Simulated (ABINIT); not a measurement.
**A GW chain in ABINIT: Au2S (Pn-3m)**

Wanted: ground state, empty states, screening and self-energy for Au2S (Pn-3m).

Calculated with ABINIT 10.8.3; LDA and many-body steps on it, plane waves.

### Step 1. Starting point

It takes space group Pn-3m (No. 224, cubic). Conventional cell: a = 5.274 Å, b = 5.274 Å, c = 5.274 Å, α = 90.00°, β = 90.00°, γ = 90.00°. Nearest to S lie 4 Au at 2.28 Å. Nearest to Au lie 2 S at 2.28 Å. Farther neighbours, and contacts between anions beyond the nearest, are not listed.

The cell and positions are those that the Materials Project relaxed with its own functionals (PBE, PBE+U or r2SCAN), kept fixed.

### Step 2. Ground state

This step: ABINIT 10.8.3; DFT, LDA, plane waves, norm-conserving pseudopotentials.

The ground-state density comes first.

Contents of run.abi:

```
acell 3*1.0 Angstrom
rprim 
  5.273982180000 0.000000000000 0.000000000000
  0.000000000000 5.273982180000 0.000000000000
  0.000000000000 0.000000000000 5.273982180000
ntypat 2
znucl 16 79
natom 6
typat 1 1 2 2 2 2
xred 
  -0.000000000000 0.000000000000 -0.000000000000
  0.500000000000 0.500000000000 0.500000000000
  0.250000000000 0.250000000000 0.750000000000
  0.750000000000 0.250000000000 0.250000000000
  0.250000000000 0.750000000000 0.250000000000
  0.750000000000 0.750000000000 0.750000000000
pp_dirpath "pseudos"
pseudos "S.upf, Au.upf"
ecut 28
ngkpt 4 4 4
nshiftk 1
shiftk 0 0 0
kptopt 1
chksymbreak 0
nband 51
occopt 1
tolvrs 1e-10
nstep 60
prtwf 0
optforces 0
optstress 0
indata_prefix "in"
outdata_prefix "out"
tmpdata_prefix "tmp"
```

Run with:

```
$ OMP_NUM_THREADS=1 mpirun -n 8 abinit run.abi > log
```

Standard output:

```text
.Version 10.8.3 of ABINIT. v10.8.2 released Aug 2026.

 Symmetries : space group Pn -3 m (#224); Bravais cP (primitive cubic)
================================================================================
 Values of the parameters that define the memory need of the present run
     intxc =       0    ionmov =       0      iscf =       7    lmnmax =       7
     lnmax =       7     mgfft =      48  mpssoang =       4    mqgrid =    3001
     natom =       6  nloc_mem =       1    nspden =       1   nspinor =       1
    nsppol =       1      nsym =      48    n1xccc =    2501    ntypat =       2
    occopt =       1   xclevel =       1
-    mband =          51        mffmem =           1         mkmem =           2
       mpw =        7048          nfft =      110592          nkpt =          10
================================================================================
  Rough estimation (10% accuracy) of disk space for files :
================================================================================

--------------------------------------------------------------------------------
------------- Echo of variables that govern the present computation ------------
--------------------------------------------------------------------------------
 -outvars: echo values of preprocessed input variables --------
            acell      1.8897261259E+00  1.8897261259E+00  1.8897261259E+00 Bohr

      chksymbreak           0
             ecut      2.80000000E+01 Hartree
-          fftalg         312

              ixc       -1012
              kpt      0.00000000E+00  0.00000000E+00  0.00000000E+00
                       2.50000000E-01  0.00000000E+00  0.00000000E+00
                       5.00000000E-01  0.00000000E+00  0.00000000E+00
                       2.50000000E-01  2.50000000E-01  0.00000000E+00
                       5.00000000E-01  2.50000000E-01  0.00000000E+00
                       5.00000000E-01  5.00000000E-01  0.00000000E+00
                       2.50000000E-01  2.50000000E-01  2.50000000E-01
                       5.00000000E-01  2.50000000E-01  2.50000000E-01
                       5.00000000E-01  5.00000000E-01  2.50000000E-01
                       5.00000000E-01  5.00000000E-01  5.00000000E-01
         kptrlatt        4    0    0      0    4    0      0    0    4
          kptrlen      3.98655277E+01
P           mkmem           2
            natom           6
            nband          51
            ngfft          48      48      48
             nkpt          10
            nstep          60
             nsym          48
           ntypat           2
              occ      2.000000  2.000000  2.000000  2.000000  2.000000  2.000000
                       2.000000  2.000000  2.000000  2.000000  2.000000  2.000000
                       2.000000  2.000000  2.000000  2.000000  2.000000  2.000000
                       2.000000  2.000000  2.000000  2.000000  2.000000  2.000000
                       2.000000  2.000000  2.000000  2.000000  2.000000  2.000000
                       2.000000  2.000000  2.000000  2.000000  2.000000  2.000000
                       2.000000  2.000000  2.000000  2.000000  2.000000  2.000000
                       2.000000  2.000000  0.000000  0.000000  0.000000  0.000000
                       0.000000  0.000000  0.000000
        optforces           0
        optstress           0
            prtwf           0
            rprim      5.2739821800E+00  0.0000000000E+00  0.0000000000E+00
[...]
spgroup         224

           tolvrs      1.00000000E-10

             xred      0.0000000000E+00  0.0000000000E+00  0.0000000000E+00
[...]
znucl       16.00000   79.00000

================================================================================

 chkinp: Checking input parameters for consistency.

================================================================================
== DATASET  1 ==================================================================
-   mpi_nproc: 8, omp_nthreads: 1 (-1 if OMP is not activated)
-    --> not optimal distribution: autoparal keyword recommended in input file <--

--- !DatasetInfo
iteration_state: {dtset: 1, }
dimensions: {natom: 6, nkpt: 10, mband: 51, nsppol: 1, nspinor: 1, nspden: 1, mpw: 7048, }
cutoff_energies: {ecut:  28.0, pawecutdg:  -1.0, }
electrons: {nelect:   8.80000000E+01, charge:   0.00000000E+00, occopt:   1.00000000E+00, tsmear:   1.00000000E-02, }

 Real(R)+Recip(G) space primitive vectors, cartesian coordinates (Bohr,Bohr^-1):
 R(1)=  9.9663819  0.0000000  0.0000000  G(1)=  0.1003373  0.0000000  0.0000000
 R(2)=  0.0000000  9.9663819  0.0000000  G(2)=  0.0000000  0.1003373  0.0000000
 R(3)=  0.0000000  0.0000000  9.9663819  G(3)=  0.0000000  0.0000000  0.1003373
 Unit cell volume ucvol=  9.8994844E+02 bohr^3
 Angles (23,13,12)=  9.00000000E+01  9.00000000E+01  9.00000000E+01 degrees

 getcut: wavevector=  0.0000  0.0000  0.0000  ngfft=  48  48  48
         ecut(hartree)=     28.000   => boxcut(ratio)=   2.02190

--- Pseudopotential description ------------------------------------------------
- S Generated using ONCVPSP code by D. R. Hamann
- 16.00000   6.00000  180309                  znucl, zion, pspdat
12 -1012 2 -1 1132                            pspcod,pspxc,lmax,lloc,mmax
     nproj     2     2     2     0
  pspatm : epsatm=    8.64647033
         --- l  ekb(1:nproj) -->
[...]
pspatm: atomic psp has been read  and splines computed

- Au Generated using ONCVPSP code by D. R. Hamann
- 79.00000  19.00000  180309                  znucl, zion, pspdat
12 -1012 3 -1 1324                            pspcod,pspxc,lmax,lloc,mmax
     nproj     2     2     2     1
  pspatm : epsatm=   32.25374102
         --- l  ekb(1:nproj) -->
[...]
3    1.195209
 pspatm: atomic psp has been read  and splines computed

   1.28750956E+04                                ecore*ucvol(ha*bohr**3)
--------------------------------------------------------------------------------

_setup2: Arith. and geom. avg. npw (full set) are    7011.859    7011.825

================================================================================

--- !BeginCycle
iteration_state: {dtset: 1, }
solver: {iscf: 7, nstep: 60, nline: 4, wfoptalg: 0, }
tolerances: {tolvrs: 1.00E-10, }

     iter   Etot(hartree)      deltaE(h)  residm     vres2
 ETOT  1  -610.96810046204    -6.110E+02 1.381E-01 7.944E+02
 ETOT  2  -611.78252693811    -8.144E-01 4.358E-02 1.315E+03
 ETOT  3  -612.28048398357    -4.980E-01 1.502E-02 5.323E+01
 ETOT  4  -612.29581325699    -1.533E-02 4.175E-03 1.188E+01
 ETOT  5  -612.29998446895    -4.171E-03 1.002E-03 4.900E-01
 ETOT  6  -612.30016042345    -1.760E-04 1.200E-04 1.056E-02
 ETOT  7  -612.30016413958    -3.716E-06 4.116E-05 9.718E-05
 ETOT  8  -612.30016417109    -3.151E-08 9.773E-06 8.184E-06
 ETOT  9  -612.30016417398    -2.891E-09 4.161E-06 2.029E-07
 ETOT 10  -612.30016417404    -6.139E-11 2.295E-06 2.786E-09
 ETOT 11  -612.30016417404     4.661E-12 9.394E-07 1.188E-11

 At SCF step   11       vres2   =  1.19E-11 < tolvrs=  1.00E-10 =>converged.

--- !ResultsGS
iteration_state: {dtset: 1, }
comment   : Summary of ground state results
lattice_vectors:
- [  9.9663819,   0.0000000,   0.0000000, ]
- [  0.0000000,   9.9663819,   0.0000000, ]
- [  0.0000000,   0.0000000,   9.9663819, ]
lattice_lengths: [   9.96638,    9.96638,    9.96638, ]
lattice_angles: [ 90.000,  90.000,  90.000, ] # degrees, (23, 13, 12)
lattice_volume:   9.8994844E+02
convergence: {deltae:  4.661E-12, res2:  1.188E-11, residm:  9.394E-07, diffor:  0.000E+00, }
etotal    :  -6.12300164E+02
entropy   :   0.00000000E+00
fermie    :   1.68286166E-01
cartesian_stress_tensor: null
pressure_GPa: null
xred      :
- [  0.0000E+00,   0.0000E+00,   0.0000E+00,  S]
- [  5.0000E-01,   5.0000E-01,   5.0000E-01,  S]
- [  2.5000E-01,   2.5000E-01,   7.5000E-01, Au]
- [  7.5000E-01,   2.5000E-01,   2.5000E-01, Au]
- [  2.5000E-01,   7.5000E-01,   2.5000E-01, Au]
- [  7.5000E-01,   7.5000E-01,   7.5000E-01, Au]
cartesian_forces: null
force_length_stats: {min: null, max: null, mean: null, }

 Integrated electronic density in atomic spheres:
 ------------------------------------------------
 Atom  Sphere_radius  Integrated_density
[...]
================================================================================

 ----iterations are completed or convergence reached----

 Mean square residual over all n,k,spin=   23.601E-10; max=  93.939E-08
 reduced coordinates (array xred) for    6 atoms
[...]
0.250000      0.250000      0.750000
       0.750000      0.250000      0.250000
       0.250000      0.750000      0.250000
       0.750000      0.750000      0.750000
 rms dE/dt=  0.0000E+00; max dE/dt=  0.0000E+00; dE/dt below (all hartree)
    1       0.000000      0.000000      0.000000
    2       0.000000      0.000000      0.000000
    3       0.000000      0.000000      0.000000
    4       0.000000      0.000000      0.000000
    5       0.000000      0.000000      0.000000
    6       0.000000      0.000000      0.000000

 cartesian coordinates (angstrom) at end:
    1      0.000000     0.000000     0.000000
    2      2.636991     2.636991     2.636991
    3      1.318496     1.318496     3.955487
    4      3.955487     1.318496     1.318496
    5      1.318496     3.955487     1.318496
    6      3.955487     3.955487     3.955487
 length scales=  1.889726  1.889726  1.889726 bohr
              =  1.000000  1.000000  1.000000 angstroms
 prteigrs : about to open file out_EIG
 Fermi (or HOMO) energy (hartree) =   0.16829   Average Vxc (hartree)=  -0.38981
 Eigenvalues (hartree) for nkpt=  10  k points:
 kpt#   1, nband= 51, wtk=  0.01563, kpt=  0.0000  0.0000  0.0000 (reduced coord)
  -3.66590   -3.66550   -3.66550   -3.66550   -1.88728   -1.88701   -1.88701   -1.88701
  -1.86844   -1.86844   -1.86830   -1.86830   -1.86830   -1.86829   -1.86829   -1.86829
  -0.34870   -0.29696   -0.07839   -0.07839   -0.07839    0.03302    0.04411    0.04411
   0.04475    0.04475    0.04475    0.06509    0.06509    0.06509    0.08460    0.08460
   0.08573    0.08573    0.08573    0.08847    0.08847    0.08847    0.10965    0.10965
   0.10965    0.16829    0.16829    0.16829    0.24137    0.24137    0.24391    0.40073
   0.40073    0.40073    0.44378
 prteigrs : prtvol=0 or 1, do not print more k-points.

--- !EnergyTerms
iteration_state     : {dtset: 1, }
comment             : Components of total free energy in Hartree
kinetic             :  1.776197E+02
hartree             :  1.632244E+02
xc                  : -1.067159E+02
Ewald energy        : -3.636349E+02
psp_core            :  1.300582E+01
local_psp           : -5.078512E+02
non_local_psp       :  1.205182E+01
total_energy        : -6.123002E+02
total_energy_eV     : -1.666154E+04
band_energy         : -7.222914E+01

== END DATASET(S) ==============================================================
================================================================================

 -outvars: echo values of variables after computation  --------
           etotal     -6.1230016417E+02
            nband          51
             nkpt          10
          spgroup         224
 [... the other variables as echoed above ...]

 Calculation completed.
```

The job ended after 80 s (8 MPI ranks of Arm Neoverse N1, shared host; peak memory 0.68 GiB).

Read from the output:

```
total energy               : -16661.5363 eV
gap                        : 1.989 eV
k of the valence top       : 0, 0, 0
k of the conduction bottom : 0, 0, 0
least direct gap           : 1.989 eV
```

The gap is direct, at Γ.

[end of part 1 of 3]

[Long decimals in the printed logs are rounded to 6 places.]

[Logs are printed without paths, hosts, clocks, repeated set-up lines and the standing remarks that a program may print on its own settings, such as how far it seeks lower states.]

[Paths, hosts, dates, memory and timing lines, banners, echoed tables and standing remarks are left out of the program output; an Ansatz launch command may be rebuilt from the run's recorded settings. Measured values are a selection of at most five: reports struck by readers or far from the other reports are left out. None is set beside runs whose start may be inverted or whose files or cutoffs have a known fault.]

[Runs of the session that timed out or met a known fault of the program may be left out.]

[Hosts, paths, dates, database ids (printed as entryN), source tags and the programs' standing remarks are cut or masked in the printed files.]

[G0W0 gaps are taken among the corrected bands and points alone; a level outside them can change the order at an edge.]

[Where Ansatz stands beside ABINIT at settings called matched, ABINIT's density can come from a denser mesh and the files from another edition; pairs whose starting gaps differed by over 0.03 eV were left out, so agreement reads better than it is.]
